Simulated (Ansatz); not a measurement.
# Calculated records

### From HSE06 to G0W0: MoSeS (P-3m1)

Symmetry: P-3m1, No. 164, trigonal system. The conventional cell has a = 3.253 Å, b = 3.253 Å, c = 13.617 Å, α = 90.00°, β = 90.00°, γ = 120.00°. Nearest to Mo lie 3 S at 2.41 Å and 3 Se at 2.53 Å. Nearest to Se lie 3 Mo at 2.53 Å. S has 3 Mo at 2.41 Å nearest. Farther neighbours and most contacts between anions are not listed.

```xyz
6
Lattice="3.2525 0.0000 0.0000 -1.6263 2.8168 0.0000 0.0000 0.0000 13.6173" Properties=species:S:1:pos:R:3 pbc="T T T"
Mo    0.0000    0.0000    3.5289
Mo    0.0000    0.0000   10.0884
Se    1.6263    0.9389   11.7774
Se    0.0000    1.8778    1.8399
S     0.0000    1.8778    5.0464
S     1.6263    0.9389    8.5709
```

- method: G0W0 on HSE06, plane waves, PAW (and 1 further level or step)
- program: Ansatz 0.2.0
- settings of one run: cutoff 580 eV, 9×9×2 k-mesh, {"kind": "paw", "source": "ansatz"}, empty bands 741, screening cutoff 190 eV, screening contour deformation, QP bands (v2, c2), PAW set ansatz
- cost: 2 runs, 7.9 min in all on 1 × NVIDIA H100 80GB HBM3 (shared by 3 runs) with 4 threads of AMD EPYC 7R13 (Zen 3), shared host (the runs of this entry)
- notes: In doubt: masses and optical values from hybrid runs of this build are listed as unsure (in some of the runs), which bears on the screening that GW takes from such a start. The program’s warnings: metallic iterate. The cell and positions are those that the Materials Project relaxed with its own functionals (PBE, PBE+U or r2SCAN), kept fixed. Limits: no spin-orbit coupling. For the G0W0 step: the program’s warnings for this run: metallic iterate.
- HSE06 gap over mesh and listed points: 1.507 eV, from k = Γ to k = (0.333, 0.333, 0.000)
- G0W0@HSE06 gap over 17 of 24 irreducible mesh points: 1.654 eV, from k = Γ to k = (0.333, 0.333, 0.000)
- HSE06+SOC gap over mesh and listed points: 1.487 eV
- GW settings: 9×9×2 mesh, 741 empty bands, screening to 190 eV, hard PAW files
- known limits: finite bands, screening cutoff and k mesh; no spin-orbit coupling in G0W0

Over 17 of 24 irreducible mesh points the G0W0 gap is 1.654 eV, from k = Γ to k = (0.333, 0.333, 0.000). The HSE06 gap of this run on the mesh is 1.505 eV. The two states that bound the G0W0 gap lie that far apart at the start, so the correction of the gap is 1.654 − 1.505 = +0.149 eV. The valence state moves by 10.085 − 10.146 = −0.061 eV and the conduction state by 11.738 − 11.651 = +0.087 eV, on the run's own scale; how far single levels stand from their limit in bands is not shown.

[Paths, hosts, dates, memory and timing lines, banners, echoed tables and standing remarks are left out of the program output.]

[Logs are printed without paths, hosts, clocks, repeated set-up lines and the standing remarks that a program may print on its own settings, such as how far it seeks lower states.]

[Runs of the session that timed out or met a known fault of the program may be left out.]

[Cells called generated may have been cut or substituted from an entry of the Crystallography Open Database or the Materials Project.]

[Hosts, paths, dates, database ids (printed as entryN), source tags and the programs' standing remarks are cut or masked in the printed files.]
